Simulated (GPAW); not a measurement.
# Core-hole calculation of the Y L₃ edge in YIn (Pm-3m), part 2 of 3

What does one-electron theory with a core hole give for the Y L₃ edge of YIn (Pm-3m)?

GPAW 26.7.0; X-ray absorption from dipole matrix elements to empty bands, plane-wave PAW LDA.

So far. Step 2 (The field without a hole): The mesh shows no gap, so the system is treated as a metal and the core electron is put at the Fermi level (neutral cell). Step 3 (Spectrum without a core hole, Y atom 2): Main maxima below 30 eV (height): 4.2 eV (2.28), 15.0 eV (0.88), 20.4 eV (0.67) and 28.2 eV (0.64). At an L edge the dipole rule selects empty d (and weakly s) states on the absorber, and the strong line at the onset measures the empty part of its d band.

### 5. Spectrum with XCH, Y atom 2

The holes are 6.6 Å apart. In GPAW the data set carries the hole's charge, so charge=0 means a charged cell and charge=-1 a neutral one. The excited electron is kept in the cell, where it fills the lowest empty states and screens the hole. After the field has converged, empty bands are computed with the density fixed and the dipole matrix elements are summed.

The input, xas.py:

```python
import numpy as np
from ase import Atoms
from ase.parallel import parprint, paropen
from gpaw import GPAW, PW, FermiDirac, Mixer, MixerDif, setup_paths
from gpaw.test import gen
setup_paths.insert(0, '.')
gen('Y', name='fch2p', xcname='LDA', corehole=(2, 1, 1), write_xml=True)
from gpaw.mpi import world
world.barrier()

atoms = Atoms('In4Y4',
    cell=[[3.81, 3.81, 3.81],
     [-3.81, 3.81, -3.81],
     [-3.81, 3.81, 3.81]],
    scaled_positions=[[0, 0, 0],
     [0.5, 0.5, 0],
     [0, 0.5, 0.5],
     [0.5, 0, 0.5],
     [0.5, 0, 0],
     [0, 0.5, 0],
     [0.5, 0.5, 0.5],
     [0, 0, 0.5]],
    pbc=True)
atoms.calc = calc = GPAW(legacy_gpaw=True, mode=PW(430), xc='LDA', setups={4: 'fch2p'},
    kpts={'size': (5, 5, 5), 'gamma': True}, occupations=FermiDirac(0.1),
    charge=-1, mixer=Mixer(0.1, 5, 50), maxiter=150,
    convergence={'density': 0.0001}, txt='scf.txt')
energy = atoms.get_potential_energy() + calc.get_reference_energy()
ef = calc.get_fermi_level()
out = dict(energy=energy, fermi=ef, forces=atoms.get_forces().tolist())
parprint(f'all-electron energy {energy:.4f} eV, Fermi level {ef:.4f} eV')
ev = np.array([[calc.get_eigenvalues(k, s) for k in range(len(calc.get_ibz_k_points()))] for s in range(calc.get_number_of_spins())])
out['homo'], out['lumo'], out['counts'] = ev[ev < ef].max(), ev[ev > ef].min(), sorted(set((ev < ef).sum((0, 2)).tolist()))
out['filled'] = (ev[:, 0] < ef).sum(1).tolist()

from ase.units import Ha
from gpaw.xas import dipole_matrix_elements
nb = int(calc.get_number_of_electrons() / 2) + 154
top, nb = nb, nb + 8 + nb // 12
nscf = calc.fixed_density(kpts={'size': (5, 5, 5), 'gamma': True}, nbands=nb,
    convergence={'bands': top, 'eigenstates': 1e-5}, maxiter=60, txt='nscf.txt')
cell = atoms.cell.array
ops = [cell.T @ U.T @ np.linalg.inv(cell.T) for U in nscf.wfs.kd.symmetry.op_scc]
E = np.arange(-6, 34, 0.1)
fwhm = np.interp(E, [4, 25], [1.5, 3.5])
Y, X, zero, highest = 0, 0, 1e9, 1e9
for spin in range(nscf.get_number_of_spins()):
    wfs = nscf.wfs
    A = dipole_matrix_elements(wfs.setups[4])
    eps = np.zeros((wfs.kd.nibzkpts, nb))
    d = np.zeros((3, A.shape[1], wfs.kd.nibzkpts, nb), complex)
    for kpt in wfs.kpt_u:
        if kpt.s == spin and 4 in kpt.P_ani:
            eps[kpt.k] = kpt.eps_n * Ha
            d[:, :, kpt.k] = (kpt.weight * wfs.nspins / 2) ** 0.5 * np.inner(A, kpt.P_ani[4])
    world.sum(eps)
    world.sum(d)
    T = np.einsum('amkn,bmkn->abkn', d, d.conj()).real
    T = sum(np.einsum('ai,ijkn,bj->abkn', R, T, R) for R in ops) / len(ops)
    empty = eps > ef
    zero, highest = min(zero, eps[empty].min()), min(highest, eps[:, top - 1].min())
    lines = [(eps, T, empty)] if spin == 0 else lines + [(eps, T, empty)]
for eps, T, empty in lines:
    f = np.einsum('aakn->akn', T).reshape(3, -1)
    x = eps.ravel() - zero
    w = np.interp(x, E, fwhm) / 2.35482
    g = np.exp(-0.5 * ((E[:, None] - x) / w) ** 2) / (w * (2 * np.pi) ** 0.5)
    Y = Y + (f * empty.ravel()) @ g.T
    X = X + (f * ~empty.ravel()) @ g.T
out.update(E=E.round(2).tolist(), xas=Y.tolist(), xes=X.tolist(), zero=zero, valid=highest - zero, nk=len(eps), nb=nb)
for i in range(0, len(E), 10):
    parprint(f'{E[i]:7.2f}', *(f'{v:10.3e}' for v in Y[:, i]))
import json
with paropen('out.json', 'w') as f:
    json.dump(out, f)
```

Run with:

```bash
OMP_NUM_THREADS=1 mpirun -n 4 gpaw python xas.py
```

Numbers of over 12 decimals in the logs are rounded to 6 here.

The log of the run:

```text
Input parameters:
  charge: -1
  convergence: {density: 0.0001}
  kpts: {gamma: True,
         size: (5, 5, 5)}
  maxiter: 150
  mixer: {backend: pulay,
          beta: 0.1,
          method: separate,
          nmaxold: 5,
          weight: 50}
  mode: {ecut: 430.0,
         name: pw}
  occupations: {fixmagmom: False,
                name: fermi-dirac,
                width: 0.1}
  setups: {4: fch2p}

Initialize ...

[... PAW data sets ...]

Reference energy: -1005183.419213  # eV

Spin-paired calculation

[... convergence settings ...]
Symmetries present (total): 12
  [... symmetry matrices ...]

125 k-points: 5 x 5 x 5 Monkhorst-Pack grid
19 k-points in the irreducible part of the Brillouin zone
       k-points in crystal coordinates                weights
   0:     0.00000000    0.00000000    0.00000000          1/125
   1:     0.00000000    0.20000000    0.20000000          6/125
   2:     0.00000000    0.40000000   -0.20000000          6/125
   3:     0.00000000    0.40000000    0.20000000          6/125
   4:     0.00000000    0.40000000    0.40000000          6/125
   5:     0.20000000   -0.40000000    0.40000000          2/125
   6:     0.20000000    0.00000000    0.20000000          6/125
   7:     0.20000000    0.20000000    0.20000000          6/125
   8:     0.20000000    0.20000000    0.40000000         12/125
   9:     0.20000000    0.40000000   -0.20000000          6/125
          ...
  18:     0.40000000    0.40000000    0.40000000          6/125

Wave functions: Plane wave expansion
  Cutoff energy: 430.000 eV
  Number of coefficients (min, max): 4417, 4499
  Pulay-stress correction: 0.000000 eV/Ang^3 (de/decut=0.000000)
  Using FFTW library
  Wavefunction extrapolation:
    Improved wavefunction reuse through dual PAW basis

Occupation numbers: Fermi-Dirac:
  width: 0.1000  # eV

Eigensolver
   Davidson(niter=2)

Densities:
  Coarse grid: 32*32*32 grid
  Fine grid: 64*64*64 grid
  Total Charge: 0.000000

Density mixing:
  Method: separate
  Backend: pulay
  Linear mixing parameter: 0.1
  old densities: 5
  Width of damping distribution: 1.1
  Damping of long wavelength oscillations: 50

[... Hamiltonian set-up ...]
Number of atoms: 8
Number of atomic orbitals: 88
Number of bands in calculation: 63
Number of valence electrons: 97
Bands to converge: occupied

... initialized

Initializing position-dependent things.

Density initialized from atomic densities
Creating initial wave functions:
  63 bands from LCAO basis set

                   In
               Y

             Y        Y

          In       In

                 In
             Y

Atomic positions and initial magnetic moments

Positions:
   0 In     0.000000    0.000000    0.000000    ( 0.0000,  0.0000,  0.0000)
   1 In     0.000000    3.810000    0.000000    ( 0.0000,  0.0000,  0.0000)
   2 In    -3.810000    3.810000    0.000000    ( 0.0000,  0.0000,  0.0000)
   3 In     0.000000    3.810000    3.810000    ( 0.0000,  0.0000,  0.0000)
   4 Y      1.905000    1.905000    1.905000    ( 0.0000,  0.0000,  0.0000)
   5 Y     -1.905000    1.905000   -1.905000    ( 0.0000,  0.0000,  0.0000)
   6 Y     -1.905000    5.715000    1.905000    ( 0.0000,  0.0000,  0.0000)
   7 Y     -1.905000    1.905000    1.905000    ( 0.0000,  0.0000,  0.0000)

Unit cell:
           periodic     x           y           z      points  spacing
  1. axis:    yes    3.810000    3.810000    3.810000    32     0.1684
  2. axis:    yes   -3.810000    3.810000   -3.810000    32     0.1684
  3. axis:    yes   -3.810000    3.810000    3.810000    32     0.1684

  Lengths:   6.599114   6.599114   6.599114
  Angles:   70.528779  70.528779 109.471221

Effective grid spacing dv^(1/3) = 0.1890

iter:   1   -57.668190
iter:   2   -49.470997   -0.98  -1.03
iter:   3   -49.112806   -2.21  -1.43
iter:   4   -48.488868   -1.46  -1.48
iter:   5   -48.484794   -2.51  -1.79
iter:   6   -48.570101   -2.84  -1.84
iter:   7   -48.451847   -2.51  -1.82
iter:   8   -48.453414   -3.85  -2.55
iter:   9   -48.451043c  -3.04  -2.54
iter:  10   -48.453325c  -3.45  -2.96
iter:  11   -48.449445c  -4.15  -2.86
iter:  12   -48.449759c  -5.60  -3.16
iter:  13   -48.449316c  -4.47  -3.08
iter:  14   -48.449043c  -4.62  -3.18
iter:  15   -48.449061c  -5.38  -3.67
iter:  16   -48.449058c  -6.54  -3.90
iter:  17   -48.449092c  -5.44  -3.98
iter:  18   -48.449087c  -6.97  -4.07c
iter:  19   -48.449072c  -6.40  -4.15c
iter:  20   -48.449072c  -7.78c -4.50c

Converged after 20 iterations.

Dipole moment: (0.000000, -0.000000, -0.000000) |e|*Ang

Energy contributions relative to reference atoms: (reference = -1005183.419213)

Kinetic:        +14.409683
Potential:      -13.750646
External:        +0.000000
XC:             -49.392697
Entropy (-ST):   -0.231997
Local:           +0.400587
SIC:             +0.000000
--------------------------
Free energy:    -48.565071
Extrapolated:   -48.449072

Showing only first 2 kpts
 Kpt  Band  Eigenvalues  Occupancy
  0    46      6.36209    1.99807
  0    47      6.36209    1.99807
  0    48      6.54330    1.98827
  0    49      6.67807    1.95559

  1    46      6.42179    1.99650
  1    47      6.50582    1.99192
  1    48      7.01004    1.22846
[...]
Fermi level: 7.05655

No gap
No difference between direct/indirect transitions

Forces in eV/Ang:
  0 In    0.00000    0.00000    0.00000
  1 In    0.00000    0.00000    0.00000
  2 In    0.00000   -0.00000    0.00000
  3 In   -0.00000   -0.00000    0.00000
  4 Y     0.00000    0.00000    0.00000
  5 Y    -0.00000    0.00000   -0.00000
  6 Y    -0.00000    0.00000   -0.00000
  7 Y     0.00000    0.00000   -0.00000
Scalar-relativistic atomic LDA calculation for Y (Yttrium, Z=39)
Core hole in 2p state (2p occupation: 5.0)
750 radial gridpoints.
|------------------------------------------------|
|------------------------------------------------|
[... the atom generator's iteration count ...]

Energy contributions:
-------------------------
Kinetic:    +3390.169410
XC:          -101.586326
Potential:  -6591.707672
-------------------------
Total:      -3303.124588

state      eigenvalue         ekin         rmax
-----------------------------------------------
1s^2.0 :  -624.020649   785.933785        0.025
2s^2.0 :   -88.104979   159.718374        0.140
2p^5.0 :   -79.278025   154.656858        0.112
3s^2.0 :   -14.821145    41.563665        0.416
3p^6.0 :   -11.851076    38.628153        0.408
3d^10.0:    -6.902769    34.281661        0.347
4s^2.0 :    -2.317952     8.978980        1.088
4p^6.0 :    -1.537864     7.230238        1.182
4d^1.0 :    -0.465087     3.600285        1.531
5s^2.0 :    -0.408502     1.464135        2.930
5p^0.0 :    -0.262947     1.007025        3.543
-----------------------------------------------
(units: Bohr and Hartree)

Generating PAW setup
Kinetic energy of the core from tauc = 3378.447297
Cutoffs:
rc(s)=2.510
rc(p)=2.490
rc(d)=2.430
rc(vbar)=2.450
rc(comp)=2.410
rc(nct)=2.510

Kinetic energy of the core states: 3322.301470
Charge: 1.0
Core electrons: 27.0
Valence electrons: 11.0
Pseudo-core charge: 0.001449
Shape function alpha=1.722
Pseudo-electron charge 6.524097
state    eigenvalue         norm
--------------------------------
4s(2) :    -2.317952     0.579399
5s(2) :    -0.408502     0.963008
4p(6) :    -1.537864     0.451215
5p(0) :    -0.262947     0.957472
4d(1) :    -0.465087     0.730544
*d    :     0.534913
--------------------------------

Diagonalizing with gridspacing h=0.050

state   all-electron     PAW
-------------------------------
4s:      -2.317952    -2.318410
4p:      -1.537864    -1.538528
4d:      -0.465087    -0.465594
*f:                   -0.036509
-------------------------------
all-electron energy -1005231.8683 eV, Fermi level 7.0566 eV
[...]
31.00  9.393e-06  9.393e-06  9.393e-06
  32.00  8.962e-06  8.962e-06  8.962e-06
  33.00  9.488e-06  9.488e-06  9.488e-06
```

The job ended after 2.4 min (4 MPI ranks of Arm Neoverse V2, shared host; peak memory 0.45 GiB).

The Y L₃ spectrum, Y atom 2, excited-electron core hole (neutral cell) (energy from the lowest empty level; intensity scaled to a mean of 1 over the first 20 eV):

| E (eV) | intensity |
| --- | --- |
| -2.0 | 0.00 |
| -1.0 | 0.24 |
| 0.0 | 1.96 |
| 1.0 | 3.20 |
| 2.0 | 2.13 |
| 3.0 | 1.87 |
| 4.0 | 1.90 |
| 5.0 | 1.11 |
| 6.0 | 1.07 |
| 7.0 | 0.69 |
| 8.0 | 0.52 |
| 9.0 | 0.46 |
| 10.0 | 0.35 |
| 11.0 | 0.36 |
| 12.0 | 0.44 |
| 13.0 | 0.56 |
| 14.0 | 0.75 |
| 15.0 | 0.80 |
| 16.0 | 0.68 |
| 17.0 | 0.58 |
| 18.0 | 0.54 |
| 19.0 | 0.58 |
| 20.0 | 0.61 |
| 21.0 | 0.61 |
| 22.0 | 0.59 |
| 23.0 | 0.56 |
| 24.0 | 0.51 |
| 25.0 | 0.51 |
| 26.0 | 0.55 |
| 27.0 | 0.58 |
| 28.0 | 0.59 |
| 29.0 | 0.56 |
| 30.0 | 0.50 |
| 31.0 | 0.45 |
| 32.0 | 0.43 |

Main maxima below 30 eV (height): 1.0 eV (3.20), 3.6 eV (2.12), 14.8 eV (0.80), 20.4 eV (0.61) and 27.6 eV (0.59). 

### 6. Spectrum with FCH, Y atom 2

The holes are 6.6 Å apart. In GPAW the data set carries the hole's charge, so charge=0 means a charged cell and charge=-1 a neutral one. The excited electron is left out and a uniform background balances the charge. After the field has converged, empty bands are computed with the density fixed and the dipole matrix elements are summed.

Changed against the first core-hole run: core hole to FCH.

xas.py, as its differences from that of step 5:

```diff
@@ -25,3 +25,3 @@
     kpts={'size': (5, 5, 5), 'gamma': True}, occupations=FermiDirac(0.1),
-    charge=-1, mixer=Mixer(0.1, 5, 50), maxiter=150,
+    charge=0, mixer=Mixer(0.1, 5, 50), maxiter=150,
     convergence={'density': 0.0001}, txt='scf.txt')
```

The log of the run:

```text
Input parameters:
  convergence: {density: 0.0001}
  kpts: {gamma: True,
         size: (5, 5, 5)}
  maxiter: 150
  mixer: {backend: pulay,
          beta: 0.1,
          method: separate,
          nmaxold: 5,
          weight: 50}
  mode: {ecut: 430.0,
         name: pw}
  occupations: {fixmagmom: False,
                name: fermi-dirac,
                width: 0.1}
  setups: {4: fch2p}

Initialize ...

[...]
*d    :     0.534913
--------------------------------

Diagonalizing with gridspacing h=0.050

state   all-electron     PAW
-------------------------------
4s:      -2.317952    -2.318410
4p:      -1.537864    -1.538528
4d:      -0.465087    -0.465594
*f:                   -0.036509
-------------------------------
all-electron energy -1005238.8809 eV, Fermi level 6.8871 eV
[...]
32.00  8.944e-06  8.944e-06  8.944e-06
  33.00  9.263e-06  9.263e-06  9.263e-06
[key lines of the parts left out:]
Converged after 17 iterations.
Dipole moment: (0.000000, -0.000000, -0.000000) |e|*Ang
Free energy:    -55.545027
Fermi level: 6.88712
```

Run time: 2.3 min. Hardware: 4 MPI ranks; peak memory 0.44 GiB; 9.2 min of CPU time.

| E (eV) | first run | this run |
| --- | --- | --- |
| -2.0 | 0.00 | 0.00 |
| -1.0 | 0.24 | 0.16 |
| 0.0 | 1.96 | 1.74 |
| 1.0 | 3.20 | 3.33 |
| 2.0 | 2.13 | 2.28 |
| 3.0 | 1.87 | 1.75 |
| 4.0 | 1.90 | 1.93 |
| 5.0 | 1.11 | 1.10 |
| 6.0 | 1.07 | 1.05 |
| 7.0 | 0.69 | 0.75 |
| 8.0 | 0.52 | 0.51 |
| 9.0 | 0.46 | 0.47 |
| 10.0 | 0.35 | 0.36 |
| 11.0 | 0.36 | 0.34 |
| 12.0 | 0.44 | 0.41 |
| 13.0 | 0.56 | 0.52 |
| 14.0 | 0.75 | 0.70 |
| 15.0 | 0.80 | 0.79 |
| 16.0 | 0.68 | 0.70 |
| 17.0 | 0.58 | 0.59 |
| 18.0 | 0.54 | 0.54 |
| 19.0 | 0.58 | 0.56 |
| 20.0 | 0.61 | 0.60 |
| 21.0 | 0.61 | 0.60 |
| 22.0 | 0.59 | 0.59 |
| 23.0 | 0.56 | 0.56 |
| 24.0 | 0.51 | 0.52 |
| 25.0 | 0.51 | 0.50 |
| 26.0 | 0.55 | 0.54 |
| 27.0 | 0.58 | 0.57 |
| 28.0 | 0.59 | 0.59 |
| 29.0 | 0.56 | 0.56 |
| 30.0 | 0.50 | 0.51 |
| 31.0 | 0.45 | 0.45 |
| 32.0 | 0.43 | 0.43 |

Against the first run the r.m.s. difference is 6 %. The highest intensity below 24 eV goes from 1.0 eV (3.20) to 1.0 eV (3.33).

The photon energy of the zero moves by -0.11 eV.

### 7. Supercell without a hole, the energy reference

The cutoff changes for the next run, so it gets a reference energy of its own.

The input, scf.py:

```python
import numpy as np
from ase import Atoms
from ase.parallel import parprint, paropen
from gpaw import GPAW, PW, FermiDirac, Mixer, MixerDif, setup_paths
from gpaw.test import gen
setup_paths.insert(0, '.')
gen('Y', name='nch2p', xcname='LDA', corehole=(2, 1, 0), write_xml=True)
from gpaw.mpi import world
world.barrier()

atoms = Atoms('In4Y4',
    cell=[[3.81, 3.81, 3.81],
     [-3.81, 3.81, -3.81],
     [-3.81, 3.81, 3.81]],
    scaled_positions=[[0, 0, 0],
     [0.5, 0.5, 0],
     [0, 0.5, 0.5],
     [0.5, 0, 0.5],
     [0.5, 0, 0],
     [0, 0.5, 0],
     [0.5, 0.5, 0.5],
     [0, 0, 0.5]],
    pbc=True)
atoms.calc = calc = GPAW(legacy_gpaw=True, mode=PW(300), xc='LDA', setups={4: 'nch2p'},
    kpts={'size': (5, 5, 5), 'gamma': True}, occupations=FermiDirac(0.1),
    charge=0, mixer=Mixer(0.1, 5, 50), maxiter=150,
    convergence={'density': 0.0001}, txt='scf.txt')
energy = atoms.get_potential_energy() + calc.get_reference_energy()
ef = calc.get_fermi_level()
out = dict(energy=energy, fermi=ef, forces=atoms.get_forces().tolist())
parprint(f'all-electron energy {energy:.4f} eV, Fermi level {ef:.4f} eV')
ev = np.array([[calc.get_eigenvalues(k, s) for k in range(len(calc.get_ibz_k_points()))] for s in range(calc.get_number_of_spins())])
out['homo'], out['lumo'], out['counts'] = ev[ev < ef].max(), ev[ev > ef].min(), sorted(set((ev < ef).sum((0, 2)).tolist()))
out['filled'] = (ev[:, 0] < ef).sum(1).tolist()
import json
with paropen('out.json', 'w') as f:
    json.dump(out, f)
```

Run with:

```bash
OMP_NUM_THREADS=1 mpirun -n 4 gpaw python scf.py
```

The log of the run:

```text
Input parameters:
  convergence: {density: 0.0001}
  kpts: {gamma: True,
         size: (5, 5, 5)}
  maxiter: 150
  mixer: {backend: pulay,
          beta: 0.1,
          method: separate,
          nmaxold: 5,
          weight: 50}
  mode: {ecut: 300.0,
         name: pw}
  occupations: {fixmagmom: False,
                name: fermi-dirac,
                width: 0.1}
  setups: {4: nch2p}

Initialize ...

[...]
5s(2) :    -0.155371     0.971849
4p(6) :    -1.027192     0.548140
5p(0) :    -0.054980     0.976393
4d(1) :    -0.097195     0.865310
*d    :     0.902805
--------------------------------

Diagonalizing with gridspacing h=0.050

state   all-electron     PAW
-------------------------------
4s:      -1.763072    -1.763529
4p:      -1.027192    -1.027856
4d:      -0.097195    -0.097523
*f:                    0.059866
-------------------------------
all-electron energy -1007325.4098 eV, Fermi level 7.1487 eV
[key lines of the parts left out:]
Converged after 22 iterations.
Dipole moment: (-0.000000, -0.000000, -0.000000) |e|*Ang
Free energy:    -36.785455
Fermi level: 7.14873
```

The job ended after 32 s (4 MPI ranks; peak memory 0.23 GiB).

Reference energy: -1007325.410 eV with the cores included.

(Part 2 of 3 ends here.)

[Banner, clock and machine lines of the logs are left out without a mark of their own.]

[Logs are printed without paths, hosts, clocks, repeated set-up lines and the standing remarks that a program may print on its own settings, such as how far it seeks lower states.]

[Hosts, paths, dates, database ids (printed as entryN), source tags and the programs' standing remarks are cut or masked in the printed files.]

[Lists of maxima count a maximum above −3 eV only where it reaches 4 % of the highest in the window and stands out from its surroundings by 2 % of it (1.5 % where it reaches 55 %); shoulders and weaker maxima are passed over, and of the rest the first, up to two pre-edge ones and the few strongest are named.]
